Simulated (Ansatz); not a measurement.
# B2Pd (built on the sites of a database entry of Ga2Pt): phonons and vibrational spectra

Wanted: vibrations and spectra of B2Pd (built on the sites of a database entry of Ga2Pt); the cell is already relaxed. After the zone centre comes a 4×4×4 q mesh on a 12×12×12 k mesh.

Method: DFT PBEsol, scalar-relativistic, plane waves, norm-conserving pseudopotentials, in Ansatz 0.2.0.

The structure was built from a prototype and need not be the compound's stable phase.

### Step 1. Starting point

The structure is cubic, space group Fm-3m (No. 225). The conventional cell has a = 5.006 Å, b = 5.006 Å, c = 5.006 Å, α = 90.00°, β = 90.00°, γ = 90.00°. Nearest to B lie 4 Pd at 2.17 Å. Nearest to Pd lie 8 B at 2.17 Å. Farther neighbours are not listed.

Structure file:

```cif
data_structure
_symmetry_space_group_name_H-M 'Fm-3m'
_symmetry_Int_Tables_number 225
_cell_length_a 5.0055
_cell_length_b 5.0055
_cell_length_c 5.0055
_cell_angle_alpha 90.000
_cell_angle_beta 90.000
_cell_angle_gamma 90.000
_cell_volume 125.41
loop_
_atom_site_label
_atom_site_type_symbol
_atom_site_symmetry_multiplicity
_atom_site_Wyckoff_symbol
_atom_site_fract_x
_atom_site_fract_y
_atom_site_fract_z
_atom_site_occupancy
B1 B 8 c 0.25000 0.75000 0.75000 1
Pd1 Pd 4 a 0.00000 0.00000 0.00000 1
```

### Step 2. Linear response at the zone centre

The cell comes from relaxations at this level that are not shown. The zone centre comes first: it holds the modes that light can see, as far as symmetry allows. No field response is asked, since the mesh shows no gap.

input.yaml

```yaml
crystal:
  lattice:
    - [0.0, 2.5027582936, 2.5027582936]
    - [2.5027582936, 0.0, 2.5027582936]
    - [2.5027582936, 2.5027582936, 0.0]
  atoms:
    - { symbol: B, position: [0.25, 0.25, 0.25] }
    - { symbol: B, position: [0.75, 0.75, 0.75] }
    - { symbol: Pd, position: [0.0, 0.0, 0.0] }
kpoints:
  mp_grid: { grid: [12, 12, 12] }
hamiltonian:
  xc: pbesol
  pseudopotentials: { kind: nc }
scf:
  occupations: { method: methfessel_paxton, width: 0.15 }
output:
  eigenvalues: true
phonons:
  method: dfpt
```

Started as:

```sh
> ansatz run input.yaml --threads 4 --pin off --max-ram 7168MiB --backend cpu --events-out ev --progress --plain --runs-dir out
```

Numbers of over 12 decimals in the logs are rounded to 6 here.

Output:

```text
zone centre: on kpoints.mp_grid the ground state, and the responses unless they are solved on pairs of k-points, stand on 163 of the mesh's 1728 k-points, reduced under 8 symmetry operations, with k and −k counted as one. Each operation leaves every solved displacement unchanged or reverses it
Engine: ansatz 0.2.0, aarch64-unknown-linux-gnu
Pseudopotentials: kind: nc
Pseudopotential: B, nc, valence charge 3, recommended cutoff 1034.032677 eV (normal), B.nc.azcp (PseudoDojo's, or run here from an input of PseudoDojo's: the run reads no file of this project's for it)
Pseudopotential: Pd, nc, valence charge 18, recommended cutoff 1115.666836 eV (normal), Pd.nc.azcp (PseudoDojo's, or run here from an input of PseudoDojo's: the run reads no file of this project's for it)
Functional definition: PBEsol
  exchange = pbesol_x
  correlation = pbesol_c
Crystal: 3 atoms, lattice volume = 31.354 Å³
Basis set: ecut = 1115.666836 eV, 2685 PW (Γ), exchange–correlation on 80×80×80 points (8 copies of the dense FFT grid, shifted against one another)
Bands: 16, of which v1, the nominal top of the filled ones, is band 12 counted from 1 (11 counted from 0)
Symmetry: 48 space group operations
k-points: 163 of 1728 (irreducible under 8 space group operations, time reversal used)
Non-local potential: B, projectors of the file, l = 0: 2, l = 1: 2
Non-local potential: Pd, projectors of the file, l = 0: 2, l = 1: 2, l = 2: 2
Initial density: superposition of atomic densities (chi_scale 0.1, normalization cell, long waves kept (reshape's long-wave potential 0.00 eV rms))
Initial wavefunctions: pseudopotential atomic-orbital guess
Functional: x = pbesol(κ = 0.804, μ = 0.123457), c = pbesol(β = 0.046)
SCF iter   1: F=—  HF=-3833.009264 eV  |F-HF|=—  |Δ(HF+E_count)|=         —  Δρ=2.85e-1  dr2=3.22e1  ethr=3.10e-3  ⟨swp⟩=7.5  Hψ=16251  notcnv=0
preconditioner: auto → Kerker (q_TF=auto, 2.609 Å⁻¹)  [metal: Δε(μ)=0.057 eV  Ē_g=8.389 eV  σ=0.150 eV  W_gap=0.31  n_scr=14 (ndim 8)  ℏωp=26.5 eV  f_vac=0.000  D(μ)=1.83/eV (n_scr^D=14)]
SCF iter   2: F=—  HF=-3827.581759 eV  |F-HF|=—  |Δ(HF+E_count)|=    5.43e0  S|Δr|=    0.00e0  Δρ=8.14e-2  dr2=9.67e-1  ethr=3.10e-3  ⟨swp⟩=6.1  Hψ=9559  notcnv=0  defer=17
preconditioner: auto → none  [insulator: Δε(μ)=0.132 eV  Ē_g=9.479 eV  σ=0.150 eV  W_gap=0.64  n_scr=14 (ndim 8)  ℏωp=26.5 eV  f_vac=0.000  D(μ)=0.67/eV (n_scr^D=0)  ε∞_Penn≈8.8]
SCF iter   3: F=—  HF=-3827.339525 eV  |F-HF|=—  |Δ(HF+E_count)|=   2.42e-1  S|Δr|=    0.00e0  Δρ=2.52e-2  dr2=4.91e-2  ethr=3.10e-3  ⟨swp⟩=3.9  Hψ=7121  notcnv=0  defer=49
SCF iter   4: F=—  HF=-3827.327942 eV  |F-HF|=—  |Δ(HF+E_count)|=   1.16e-2  S|Δr|=    0.00e0  Δρ=4.10e-3  dr2=3.14e-3  ethr=2.05e-4  ⟨swp⟩=2.7  Hψ=5334  notcnv=0  defer=46
SCF iter   5: F=—  HF=-3827.327544 eV  |F-HF|=—  |Δ(HF+E_count)|=   3.97e-4  S|Δr|=    0.00e0  Δρ=5.91e-4  dr2=1.09e-4  ethr=1.31e-5  ⟨swp⟩=2.1  Hψ=3408  notcnv=0  defer=46
SCF iter   6: F=—  HF=-3827.327533 eV  |F-HF|=—  |Δ(HF+E_count)|=   1.18e-5  S|Δr|=    0.00e0  Δρ=1.44e-4  dr2=5.29e-6  ethr=4.54e-7  ⟨swp⟩=3.4  Hψ=5347  notcnv=0  defer=46
SCF iter   7: F=—  HF=-3827.327529 eV  |F-HF|=—  |Δ(HF+E_count)|=   3.87e-6  S|Δr|=    0.00e0  Δρ=6.87e-6  dr2=4.62e-9  ethr=2.21e-8  ⟨swp⟩=3.0  Hψ=4954  notcnv=0  defer=46
SCF iter   8: F=—  HF=-3827.327530 eV  |F-HF|=—  |Δ(HF+E_count)|=   1.13e-6  S|Δr|=    0.00e0  Δρ=1.58e-6  dr2=9.75e-10  ethr=1.93e-11  ⟨swp⟩=3.4  Hψ=6393  notcnv=0  defer=46
SCF iter   9: F=-3827.327530 eV  HF=-3827.327530 eV  |F-HF|=6.82e-12  |Δ(HF+E_count)|=  1.97e-10  S|Δr|=    0.00e0  Δρ=2.19e-7  dr2=9.37e-12  ethr=1.00e-12  ⟨swp⟩=13.1  Hψ=23323  notcnv=0
SCF 1 converged in 9 iterations: F = -3827.327530 eV  dr2 = 9.37e-12
DFPT response loops at Γ: preconditioner auto → Kerker (q_TF=auto, 2.609 Å⁻¹) (partly filled bands, converged f_vac=0.003); β = 1.00, the filter's whole step (`scf.mixing.beta` (0.50) is not read by the response loops under this deck's `scf.mixing.preconditioner`; to damp them name `kerker` or `kerker_dos`, under which they read `scf.mixing.beta`, and type it under 1.00, their step now; both keys bind the ground state too); Broyden in place of MSR1
SCF converged after 9 iterations
Stability not checked: this state was not tested for a lower state beside it, because cold or Methfessel-Paxton smearing, or corrected tetrahedra, fill the levels in a way that the test cannot read (fill_not_monotonic; see scf.lower_state_search)
Free energy (F): -3827.327530 eV
Harris-Foulkes:  -3827.327530 eV  (|F-HF|=6.82e-12)
Internal energy: -3827.329624 eV  (E = F + TS)
E sigma→0 (E₀):  -3827.328054 eV
Entropy (-TS):   0.002095 eV (0.698 meV/atom)
Fermi energy:    14.257622 eV
--- Per-component energies (eV) ---
  E_band       = -224.098149
  E_kinetic    = 1328.689049
  E_local      = -3041.562234  (includes V_loc(G=0)·N_el)
  E_nonlocal   = 39.360591
  E_hartree    = 999.698237
  E_xc         = -620.739235
  E_vxc        = -549.981954  (∫ρ·V_xc dr)
  E_ewald      = -2532.776033
  E_smearing   = 0.002095  (= −TS)
  E_closure    = 0.000000  (closes the sum)
  Σ components = -3827.327530   (vs F -3827.327530, Δ=0.00e0)
--- Band table (eV; the first three rows and the last of 163) ---
  k-point 0: bands = [... 8 lower, 10.1132, 10.1132, 15.1583, 18.8945, 18.8945, 18.8945, 19.4141, 19.4141]
  k-point 1: bands = [... 8 lower, 10.0812, 10.0812, 15.3124, 18.1110, 18.6020, 18.6020, 19.3394, 19.4044]
  k-point 2: bands = [... 8 lower, 10.0155, 10.0155, 15.4628, 16.7312, 17.8347, 17.8347, 19.2131, 19.4471]
  k-point 162: bands = [... 8 lower, 9.7665, 10.7853, 10.7853, 11.2374, 13.2913, 19.3030, 19.3030, 20.9342]
--- Phonons (Γ-DFPT): 2 representative perturbations + reference, on 163 of 1728 k-points (Σ response iterations 6) ---
  k mesh reduced under 8 symmetry operations, with k and −k counted as one. Each operation leaves every solved displacement unchanged or reverses it
  ASR residual: 5.868e-4 → 0.000e0 eV/Å²; symmetrization residual: 1.190e-5 eV/Å²
  ASR residual per site (eV/Å²): 2.46e-5 2.46e-5 5.87e-4
  Γ frequencies (cm⁻¹): 0.00 0.00 0.00 200.31 200.31 200.31 382.63 382.63 382.63
  non-analytic LO–TO correction: not included (Born effective charges unavailable; polar crystals: no LO–TO splitting at Γ)
```

The job ended after 18 s (4 threads of Arm Neoverse V2, shared host; peak memory 0.99 GiB).

This step gave:

- volume per atom: 10.45 Å³
- gap on the k-mesh: 0 eV
- sum-rule residual before enforcement: 5.87e-4 eV/Å²
- point group: m-3m
- highest optical mode at the zone centre (no LO-TO term): 382.6 cm⁻¹
- lowest optical zone-centre mode: 200.3 cm⁻¹

Patterns of degenerate modes are one choice out of their space. The modes at Γ (shares of kinetic energy by element, %):

```tsv
mode	frequency (cm⁻¹)	symmetry	B %	Pd %
1	0.0	acoustic	17	83
2	0.0	acoustic	17	83
3	0.0	acoustic	17	83
4	200.3	T2g	100	0
5	200.3	T2g	100	0
6	200.3	T2g	100	0
7	382.6	T1u	83	17
8	382.6	T1u	83	17
9	382.6	T1u	83	17
```

Displacements in mode 4 (200.3 cm⁻¹), the largest set to 1:
```
B1  -0.19  1.00  0.17
B2   0.19 -1.00 -0.17
Pd3  0.00  0.00  0.00
```

Displacements in mode 7 (382.6 cm⁻¹), the largest set to 1:
```
B1   0.00 -0.36  1.00
B2   0.00 -0.36  1.00
Pd3  0.00  0.07 -0.20
```

Before it was imposed, the acoustic sum rule was missed by 5.9e-4 eV/Å². Small misses are needed for a sound result but don't prove that mesh and cutoff are converged. The lowest optical mode is real, 200 cm⁻¹.

(Part 1 of 2 ends here.)

[Logs are printed without paths, hosts, clocks, repeated set-up lines and the standing remarks that a program may print on its own settings, such as how far it seeks lower states.]

[Hosts, paths, dates, database ids (printed as entryN), source tags and the programs' standing remarks are cut or masked in the printed files.]
